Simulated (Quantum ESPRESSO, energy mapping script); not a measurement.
# Spin model of Fe from collinear orders

Wanted: the magnetic order of Fe, its couplings and an estimate of its ordering temperature, by LDA, QE, GBRV.

Main program and level: Quantum ESPRESSO 7.5; LDA; plane waves, collinear spin, no spin–orbit coupling.

The database entry behind the starting cell differs from later determinations by our own check (an axis about 0.7 % long against later determinations), so it need not match the best structure at ambient conditions.

## 1. The starting structure

Symmetry: Im-3m, No. 229, cubic system. Conventional cell: a = 2.886 Å, b = 2.886 Å, c = 2.886 Å, α = 90.00°, β = 90.00°, γ = 90.00°. Fe has 8 Fe at 2.50 Å nearest.

A plain semilocal functional is the cheapest rung. It tends to spread open shells too far. These runs use Quantum ESPRESSO.

## 2. Run 1 (parallel; cell A, 2 atoms)

The parallel order is the zero of energy for this cell and mesh.

The potential files are GBRV's for LDA; pw.x takes the functional from them.

File pw.in:

```
&control
  calculation = 'scf'
  prefix = 'pw'
  outdir = './tmp/'
  pseudo_dir = './pseudo/'
  verbosity = 'low'
/
&system
  ibrav = 0
  nat = 2
  ntyp = 1
  ecutwfc = 45
  ecutrho = 360
  nbnd = 30
  occupations = 'smearing'
  smearing = 'fd'
  degauss = 0.00734986
  nspin = 2
  starting_magnetization(1) = 0.1750
/
&electrons
  conv_thr = 5.0e-09
  electron_maxstep = 120
  mixing_beta = 0.3
  mixing_mode = 'plain'
/
ATOMIC_SPECIES
  Fe 55.8450 Fe.upf
CELL_PARAMETERS angstrom
  -1.44300000 1.44300000 1.44300000
  1.44300000 -1.44300000 1.44300000
  2.88600000 2.88600000 0.00000000
ATOMIC_POSITIONS crystal
  Fe 0.00000000 0.00000000 0.00000000
  Fe 0.50000000 0.50000000 0.50000000
K_POINTS automatic
  15 15 9 0 0 0
```

Started as:

```sh
> OMP_NUM_THREADS=1 mpirun -n 4 pw.x -nk 4 -in pw.in > pw.out
```

Log:

```text
Program PWSCF v.7.5 starts
[...]
unit-cell volume          =     162.2130 (a.u.)^3
     number of atoms/cell      =            2
[...]
number of electrons       =        32.00
     number of Kohn-Sham states=           30
     kinetic-energy cutoff     =      45.0000  Ry
     charge density cutoff     =     360.0000  Ry
     scf convergence threshold =      5.0E-09
[...]
Exchange-correlation=  SLA  PZ   NOGX NOGC
[...]
atomic species   magnetization
[...]
8 Sym. Ops., with inversion, found
[...]
number of k points=   320  Fermi-Dirac smearing, width (Ry)=  0.0073
[...]
iteration #  1     ecut=    45.00 Ry     beta= 0.30
[...]
total energy              =    -499.57015549 Ry
     estimated scf accuracy    <       4.91533415 Ry
     total magnetization       =     3.86 Bohr mag/cell
     absolute magnetization    =     3.87 Bohr mag/cell
     iteration #  2     ecut=    45.00 Ry     beta= 0.30
[...]
total energy              =    -500.57271304 Ry
     estimated scf accuracy    <       0.13454844 Ry
     total magnetization       =     4.89 Bohr mag/cell
     absolute magnetization    =     4.94 Bohr mag/cell
     iteration #  3     ecut=    45.00 Ry     beta= 0.30
[...]
total energy              =    -500.59804507 Ry
     estimated scf accuracy    <       0.00726468 Ry
     total magnetization       =     4.66 Bohr mag/cell
     absolute magnetization    =     4.74 Bohr mag/cell
     iteration #  4     ecut=    45.00 Ry     beta= 0.30
[...]
total energy              =    -500.59784467 Ry
     estimated scf accuracy    <       0.00701175 Ry
     total magnetization       =     4.65 Bohr mag/cell
     absolute magnetization    =     4.79 Bohr mag/cell
     iteration #  5     ecut=    45.00 Ry     beta= 0.30
[...]
total energy              =    -500.59971761 Ry
     estimated scf accuracy    <       0.00171916 Ry
     total magnetization       =     4.58 Bohr mag/cell
     absolute magnetization    =     4.73 Bohr mag/cell
     iteration #  6     ecut=    45.00 Ry     beta= 0.30
[...]
total energy              =    -500.59934155 Ry
     estimated scf accuracy    <       0.00138040 Ry
     total magnetization       =     4.58 Bohr mag/cell
     absolute magnetization    =     4.72 Bohr mag/cell
     iteration #  7     ecut=    45.00 Ry     beta= 0.30
[...]
total energy              =    -500.59958100 Ry
     estimated scf accuracy    <       0.00000998 Ry
     total magnetization       =     4.59 Bohr mag/cell
     absolute magnetization    =     4.74 Bohr mag/cell
     iteration #  8     ecut=    45.00 Ry     beta= 0.30
[...]
total energy              =    -500.59958725 Ry
     estimated scf accuracy    <       0.00002734 Ry
     total magnetization       =     4.58 Bohr mag/cell
     absolute magnetization    =     4.73 Bohr mag/cell
     iteration #  9     ecut=    45.00 Ry     beta= 0.30
[...]
total energy              =    -500.59958880 Ry
     estimated scf accuracy    <       0.00000420 Ry
     total magnetization       =     4.58 Bohr mag/cell
     absolute magnetization    =     4.73 Bohr mag/cell
     iteration # 10     ecut=    45.00 Ry     beta= 0.30
[...]
total energy              =    -500.59958909 Ry
     estimated scf accuracy    <       0.00000031 Ry
     total magnetization       =     4.58 Bohr mag/cell
     absolute magnetization    =     4.73 Bohr mag/cell
     iteration # 11     ecut=    45.00 Ry     beta= 0.30
[...]
total energy              =    -500.59958911 Ry
     estimated scf accuracy    <       0.00000003 Ry
     total magnetization       =     4.58 Bohr mag/cell
     absolute magnetization    =     4.73 Bohr mag/cell
     iteration # 12     ecut=    45.00 Ry     beta= 0.30
[...]
Magnetic moment per site  (integrated on atomic sphere of radius R)
     atom   1 (R=0.413)  charge= 14.4468  magn=  2.3137
     atom   2 (R=0.413)  charge= 14.4468  magn=  2.3137
     End of self-consistent calculation
     Number of k-points >= 100: set verbosity='high' to print the bands.
     the Fermi energy is    16.5993 ev
!    total energy              =    -500.59958912 Ry
     estimated scf accuracy    <          1.2E-09 Ry
     smearing contrib. (-TS)   =      -0.00497954 Ry
     internal energy E=F+TS    =    -500.59460957 Ry
     The total energy is F=E-TS. E is the sum of the following terms:
     one-electron contribution =    -237.63691580 Ry
     hartree contribution      =     136.27260831 Ry
     xc contribution           =     -57.57773930 Ry
     ewald contribution        =    -341.65256279 Ry
     total magnetization       =     4.58 Bohr mag/cell
     absolute magnetization    =     4.73 Bohr mag/cell
     convergence has been achieved in  12 iterations
=------------------------------------------------------------------------------=
   JOB DONE.
=------------------------------------------------------------------------------=
```

The job ended after 77 s (4 MPI ranks of Arm Neoverse V1, shared host; peak memory 0.5 GiB).

Spin moment in the sphere by atom:

| atom | spin moment in the sphere (μB) |
| --- | --- |
| Fe1 | 2.31 |
| Fe2 | 2.31 |

The run ends ferromagnetic.

## 3. Compensated +− start in cell A (2 atoms)

This order reverses 4 of the 8 neighbours at 2.50 Å, 4 of the 6 neighbours at 2.89 Å and 8 of the 12 neighbours at 4.08 Å, counted for an average magnetic atom.

Changes to pw.in since step 2:

```diff
@@ -10,6 +10,6 @@
   nat = 2
-  ntyp = 1
+  ntyp = 2
   ecutwfc = 45
   ecutrho = 360
-  nbnd = 30
+  nbnd = 27
   occupations = 'smearing'
@@ -19,2 +19,3 @@
   starting_magnetization(1) = 0.1750
+  starting_magnetization(2) = -0.1750
 /
@@ -27,3 +28,4 @@
 ATOMIC_SPECIES
-  Fe 55.8450 Fe.upf
+  Fe1 55.8450 Fe.upf
+  Fe2 55.8450 Fe.upf
 CELL_PARAMETERS angstrom
@@ -33,4 +35,4 @@
 ATOMIC_POSITIONS crystal
-  Fe 0.00000000 0.00000000 0.00000000
-  Fe 0.50000000 0.50000000 0.50000000
+  Fe1 0.00000000 0.00000000 0.00000000
+  Fe2 0.50000000 0.50000000 0.50000000
 K_POINTS automatic
```

Log:

```text
[banner, memory and clock lines left out]
Program PWSCF v.7.5 starts
[...]
unit-cell volume          =     162.2130 (a.u.)^3
     number of atoms/cell      =            2
[...]
number of electrons       =        32.00
     number of Kohn-Sham states=           27
     kinetic-energy cutoff     =      45.0000  Ry
     charge density cutoff     =     360.0000  Ry
     scf convergence threshold =      5.0E-09
[...]
Exchange-correlation=  SLA  PZ   NOGX NOGC
[...]
atomic species   magnetization
[...]
8 Sym. Ops., with inversion, found
[...]
number of k points=   320  Fermi-Dirac smearing, width (Ry)=  0.0073
[...]
iteration #  1     ecut=    45.00 Ry     beta= 0.30
[...]
total energy              =    -499.53933184 Ry
     estimated scf accuracy    <       4.99142261 Ry
     total magnetization       =    -0.00 Bohr mag/cell
     absolute magnetization    =     3.73 Bohr mag/cell
     iteration #  2     ecut=    45.00 Ry     beta= 0.30
[...]
total energy              =    -500.54795487 Ry
     estimated scf accuracy    <       0.11205632 Ry
     total magnetization       =     0.00 Bohr mag/cell
     absolute magnetization    =     4.63 Bohr mag/cell
     iteration #  3     ecut=    45.00 Ry     beta= 0.30
[...]
total energy              =    -500.56753876 Ry
     estimated scf accuracy    <       0.00763670 Ry
     total magnetization       =    -0.00 Bohr mag/cell
     absolute magnetization    =     4.53 Bohr mag/cell
[...]
total energy              =    -500.56892391 Ry
[...]
iteration # 14     ecut=    45.00 Ry     beta= 0.30
[...]
total energy              =    -500.56892392 Ry
     estimated scf accuracy    <          5.3E-09 Ry
     total magnetization       =    -0.00 Bohr mag/cell
     absolute magnetization    =     4.29 Bohr mag/cell
     iteration # 15     ecut=    45.00 Ry     beta= 0.30
[...]
Magnetic moment per site  (integrated on atomic sphere of radius R)
     atom   1 (R=0.413)  charge= 14.4409  magn=  2.0805
     atom   2 (R=0.413)  charge= 14.4409  magn= -2.0806
     End of self-consistent calculation
     Number of k-points >= 100: set verbosity='high' to print the bands.
     the Fermi energy is    16.8950 ev
!    total energy              =    -500.56892392 Ry
     estimated scf accuracy    <          6.8E-11 Ry
     smearing contrib. (-TS)   =      -0.00833696 Ry
     internal energy E=F+TS    =    -500.56058695 Ry
     The total energy is F=E-TS. E is the sum of the following terms:
     one-electron contribution =    -237.45074087 Ry
     hartree contribution      =     136.04305125 Ry
     xc contribution           =     -57.50033455 Ry
     ewald contribution        =    -341.65256279 Ry
     total magnetization       =    -0.00 Bohr mag/cell
     absolute magnetization    =     4.29 Bohr mag/cell
     convergence has been achieved in  15 iterations
```

Run time: 86 s. Hardware: 4 MPI ranks; peak memory 0.49 GiB.

Spin moment in the sphere by atom:

| atom | spin moment in the sphere (μB) |
| --- | --- |
| Fe1 | 2.08 |
| Fe2 | -2.08 |

The run ends antiferromagnetic, 220.03 meV a magnetic atom above the parallel order of its cell (energies taken at zero occupation width, not the printed F).

## 4. Order 3: parallel, cell B of 2 atoms

The parallel order again, as the reference for this cell.

This run holds the same structure in another cell (a 2.499 → 2.886 Å, b 2.499 → 2.886 Å, c 4.081 → 2.886 Å, γ 109.5 → 90.0°).

File pw.in:

```
&control
  calculation = 'scf'
  prefix = 'pw'
  outdir = './tmp/'
  pseudo_dir = './pseudo/'
  verbosity = 'low'
/
&system
  ibrav = 0
  nat = 2
  ntyp = 1
  ecutwfc = 45
  ecutrho = 360
  nbnd = 30
  occupations = 'smearing'
  smearing = 'fd'
  degauss = 0.00734986
  nspin = 2
  starting_magnetization(1) = 0.1750
/
&electrons
  conv_thr = 5.0e-09
  electron_maxstep = 120
  mixing_beta = 0.3
  mixing_mode = 'plain'
/
ATOMIC_SPECIES
  Fe 55.8450 Fe.upf
CELL_PARAMETERS angstrom
  0.00000000 -2.88600000 0.00000000
  -2.88600000 0.00000000 0.00000000
  0.00000000 0.00000000 -2.88600000
ATOMIC_POSITIONS crystal
  Fe 0.50000000 0.50000000 0.50000000
  Fe 0.00000000 0.00000000 0.00000000
K_POINTS automatic
  13 13 13 0 0 0
```

Log:

```text
[banner, memory and clock lines left out]
Program PWSCF v.7.5 starts
[...]
unit-cell volume          =     162.2130 (a.u.)^3
     number of atoms/cell      =            2
[...]
number of electrons       =        32.00
     number of Kohn-Sham states=           30
     kinetic-energy cutoff     =      45.0000  Ry
     charge density cutoff     =     360.0000  Ry
[...]
internal energy E=F+TS    =    -500.59426722 Ry
     The total energy is F=E-TS. E is the sum of the following terms:
     one-electron contribution =    -237.63178487 Ry
     hartree contribution      =     136.26771043 Ry
     xc contribution           =     -57.57763000 Ry
     ewald contribution        =    -341.65256279 Ry
     total magnetization       =     4.58 Bohr mag/cell
     absolute magnetization    =     4.74 Bohr mag/cell
     convergence has been achieved in  12 iterations
[key lines of the parts left out:]
!    total energy              =    -500.59947633 Ry
the Fermi energy is    16.5936 ev
```

It took 17 s on 4 MPI ranks; peak memory 0.33 GiB; 69 s of CPU time.

The run ends ferromagnetic. For each magnetic atom its energy differs from the parallel run of the first cell by 1.55 meV, an error that one common reference would have brought in.

## 5. Order 4: compensated +−, cell B of 2 atoms

This order reverses 8 of the 8 neighbours at 2.50 Å, 0 of the 6 neighbours at 2.89 Å and 0 of the 12 neighbours at 4.08 Å, counted for an average magnetic atom.

Changes to pw.in since step 4:

```diff
@@ -10,6 +10,6 @@
   nat = 2
-  ntyp = 1
+  ntyp = 2
   ecutwfc = 45
   ecutrho = 360
-  nbnd = 30
+  nbnd = 27
   occupations = 'smearing'
@@ -19,2 +19,3 @@
   starting_magnetization(1) = 0.1750
+  starting_magnetization(2) = -0.1750
 /
@@ -27,3 +28,4 @@
 ATOMIC_SPECIES
-  Fe 55.8450 Fe.upf
+  Fe1 55.8450 Fe.upf
+  Fe2 55.8450 Fe.upf
 CELL_PARAMETERS angstrom
@@ -33,4 +35,4 @@
 ATOMIC_POSITIONS crystal
-  Fe 0.50000000 0.50000000 0.50000000
-  Fe 0.00000000 0.00000000 0.00000000
+  Fe1 0.50000000 0.50000000 0.50000000
+  Fe2 0.00000000 0.00000000 0.00000000
 K_POINTS automatic
```

Log:

```text
[banner, memory and clock lines left out]
Program PWSCF v.7.5 starts
[...]
unit-cell volume          =     162.2130 (a.u.)^3
     number of atoms/cell      =            2
[...]
number of electrons       =        32.00
     number of Kohn-Sham states=           27
     kinetic-energy cutoff     =      45.0000  Ry
     charge density cutoff     =     360.0000  Ry
[...]
internal energy E=F+TS    =    -500.52594102 Ry
     The total energy is F=E-TS. E is the sum of the following terms:
     one-electron contribution =    -237.48810879 Ry
     hartree contribution      =     136.05320869 Ry
     xc contribution           =     -57.43847813 Ry
     ewald contribution        =    -341.65256279 Ry
     total magnetization       =     0.00 Bohr mag/cell
     absolute magnetization    =     3.50 Bohr mag/cell
     convergence has been achieved in  20 iterations
[key lines of the parts left out:]
!    total energy              =    -500.54047551 Ry
the Fermi energy is    16.8621 ev
```

It took 25 s on 4 MPI ranks; peak memory 0.33 GiB; 99 s of CPU time.

The run ends antiferromagnetic, 433.09 meV a magnetic atom above the parallel order of its cell (energies taken at zero occupation width, not the printed F).

## 6. Order 5: parallel, cell C of 3 atoms

A new cell needs its own zero of energy.

File pw.in:

```
&control
  calculation = 'scf'
  prefix = 'pw'
  outdir = './tmp/'
  pseudo_dir = './pseudo/'
  verbosity = 'low'
/
&system
  ibrav = 0
  nat = 3
  ntyp = 1
  ecutwfc = 45
  ecutrho = 360
  nbnd = 43
  occupations = 'smearing'
  smearing = 'fd'
  degauss = 0.00734986
  nspin = 2
  starting_magnetization(1) = 0.1750
/
&electrons
  conv_thr = 7.5e-09
  electron_maxstep = 120
  mixing_beta = 0.3
  mixing_mode = 'plain'
/
ATOMIC_SPECIES
  Fe 55.8450 Fe.upf
CELL_PARAMETERS angstrom
  -1.44300000 1.44300000 1.44300000
  0.00000000 -2.88600000 2.88600000
  2.88600000 2.88600000 0.00000000
ATOMIC_POSITIONS crystal
  Fe 0.00000000 0.00000000 0.00000000
  Fe 0.66666667 0.66666667 0.33333333
  Fe 0.33333333 0.33333333 0.66666667
K_POINTS automatic
  14 10 10 0 0 0
```

Log:

```text
[banner, memory and clock lines left out]
Program PWSCF v.7.5 starts
[...]
unit-cell volume          =     243.3195 (a.u.)^3
     number of atoms/cell      =            3
[...]
number of electrons       =        48.00
     number of Kohn-Sham states=           43
     kinetic-energy cutoff     =      45.0000  Ry
     charge density cutoff     =     360.0000  Ry
[...]
internal energy E=F+TS    =    -750.89193856 Ry
     The total energy is F=E-TS. E is the sum of the following terms:
     one-electron contribution =    -356.45756549 Ry
     hartree contribution      =     204.41199310 Ry
     xc contribution           =     -86.36752199 Ry
     ewald contribution        =    -512.47884418 Ry
     total magnetization       =     6.87 Bohr mag/cell
     absolute magnetization    =     7.11 Bohr mag/cell
     convergence has been achieved in  12 iterations
[key lines of the parts left out:]
!    total energy              =    -750.89941600 Ry
the Fermi energy is    16.5975 ev
```

Run time: 1.7 min. Hardware: 4 MPI ranks; peak memory 0.57 GiB.

The run ends ferromagnetic. For each magnetic atom its energy differs from the parallel run of the first cell by -0.13 meV, an error that one common reference would have brought in.

## 7. Order 6: uncompensated ++−, cell C of 3 atoms

This order reverses 4 of the 8 neighbours at 2.50 Å, 4 of the 6 neighbours at 2.89 Å and 4 of the 12 neighbours at 4.08 Å, counted for an average magnetic atom.

File pw.in:

```
&control
  calculation = 'scf'
  prefix = 'pw'
  outdir = './tmp/'
  pseudo_dir = './pseudo/'
  verbosity = 'low'
/
&system
  ibrav = 0
  nat = 3
  ntyp = 2
  ecutwfc = 45
  ecutrho = 360
  nbnd = 40
  occupations = 'smearing'
  smearing = 'fd'
  degauss = 0.00734986
  nspin = 2
  starting_magnetization(1) = 0.1750
  starting_magnetization(2) = -0.1750
/
&electrons
  conv_thr = 7.5e-09
  electron_maxstep = 120
  mixing_beta = 0.3
  mixing_mode = 'plain'
/
ATOMIC_SPECIES
  Fe1 55.8450 Fe.upf
  Fe2 55.8450 Fe.upf
CELL_PARAMETERS angstrom
  -1.44300000 1.44300000 1.44300000
  0.00000000 -2.88600000 2.88600000
  2.88600000 2.88600000 0.00000000
ATOMIC_POSITIONS crystal
  Fe1 0.00000000 0.00000000 0.00000000
  Fe1 0.66666667 0.66666667 0.33333333
  Fe2 0.33333333 0.33333333 0.66666667
K_POINTS automatic
  14 10 10 0 0 0
```

Log:

```text
[banner, memory and clock lines left out]
Program PWSCF v.7.5 starts
[...]
unit-cell volume          =     243.3195 (a.u.)^3
     number of atoms/cell      =            3
[...]
number of electrons       =        48.00
     number of Kohn-Sham states=           40
     kinetic-energy cutoff     =      45.0000  Ry
     charge density cutoff     =     360.0000  Ry
[...]
internal energy E=F+TS    =    -750.84773775 Ry
     The total energy is F=E-TS. E is the sum of the following terms:
     one-electron contribution =    -356.19213366 Ry
     hartree contribution      =     204.07114112 Ry
     xc contribution           =     -86.24790104 Ry
     ewald contribution        =    -512.47884418 Ry
     total magnetization       =     1.60 Bohr mag/cell
     absolute magnetization    =     6.36 Bohr mag/cell
     convergence has been achieved in  17 iterations
[key lines of the parts left out:]
!    total energy              =    -750.85865157 Ry
the Fermi energy is    16.8153 ev
```

It took 1.9 min on 4 MPI ranks; peak memory 0.57 GiB; 7.8 min of CPU time.

The run ends ferrimagnetic, 192.67 meV a magnetic atom above the parallel order of its cell (energies taken at zero occupation width, not the printed F).

## 8. Order 7: parallel, cell D of 3 atoms

The parallel order again, as the reference for this cell.

This run holds the same structure in another cell (b 4.081 → 2.499 Å, c 4.081 → 6.290 Å, α 120.0 → 97.6°, β 90.0 → 97.6°, γ 90.0 → 109.5°).

File pw.in:

```
&control
  calculation = 'scf'
  prefix = 'pw'
  outdir = './tmp/'
  pseudo_dir = './pseudo/'
  verbosity = 'low'
/
&system
  ibrav = 0
  nat = 3
  ntyp = 1
  ecutwfc = 45
  ecutrho = 360
  nbnd = 43
  occupations = 'smearing'
  smearing = 'fd'
  degauss = 0.00734986
  nspin = 2
  starting_magnetization(1) = 0.1750
/
&electrons
  conv_thr = 7.5e-09
  electron_maxstep = 120
  mixing_beta = 0.3
  mixing_mode = 'plain'
/
ATOMIC_SPECIES
  Fe 55.8450 Fe.upf
CELL_PARAMETERS angstrom
  -1.44300000 1.44300000 1.44300000
  1.44300000 -1.44300000 1.44300000
  4.32900000 4.32900000 -1.44300000
ATOMIC_POSITIONS crystal
  Fe 0.00000000 0.00000000 0.00000000
  Fe 0.66666667 0.66666667 0.33333333
  Fe 0.33333333 0.33333333 0.66666667
K_POINTS automatic
  16 16 16 0 0 0
```

Log:

```text
[banner, memory and clock lines left out]
Program PWSCF v.7.5 starts
[...]
unit-cell volume          =     243.3195 (a.u.)^3
     number of atoms/cell      =            3
[...]
number of electrons       =        48.00
     number of Kohn-Sham states=           43
     kinetic-energy cutoff     =      45.0000  Ry
     charge density cutoff     =     360.0000  Ry
[...]
internal energy E=F+TS    =    -750.89180116 Ry
     The total energy is F=E-TS. E is the sum of the following terms:
     one-electron contribution =    -356.45453302 Ry
     hartree contribution      =     204.41066430 Ry
     xc contribution           =     -86.36908826 Ry
     ewald contribution        =    -512.47884418 Ry
     total magnetization       =     6.89 Bohr mag/cell
     absolute magnetization    =     7.12 Bohr mag/cell
     convergence has been achieved in  12 iterations
[key lines of the parts left out:]
!    total energy              =    -750.89934020 Ry
the Fermi energy is    16.5960 ev
```

Run time: 6.4 min. Hardware: 4 MPI ranks; peak memory 1.3 GiB.

The run ends ferromagnetic. For each magnetic atom its energy differs from the parallel run of the first cell by 0.36 meV, an error that one common reference would have brought in.

[end of part 1 of 2]

[Logs and program files are shortened in this print: banners, set-up blocks, solver, clock and traceback lines can be left out without a mark of their own.]

[Logs are printed without paths, hosts, clocks, repeated set-up lines and the standing remarks that a program may print on its own settings, such as how far it seeks lower states.]

[Hosts, paths, dates, database ids (printed as entryN), source tags and the programs' standing remarks are cut or masked in the printed files.]

[Where a cell is said to come from a database of computed structures, the database is the Materials Project.]
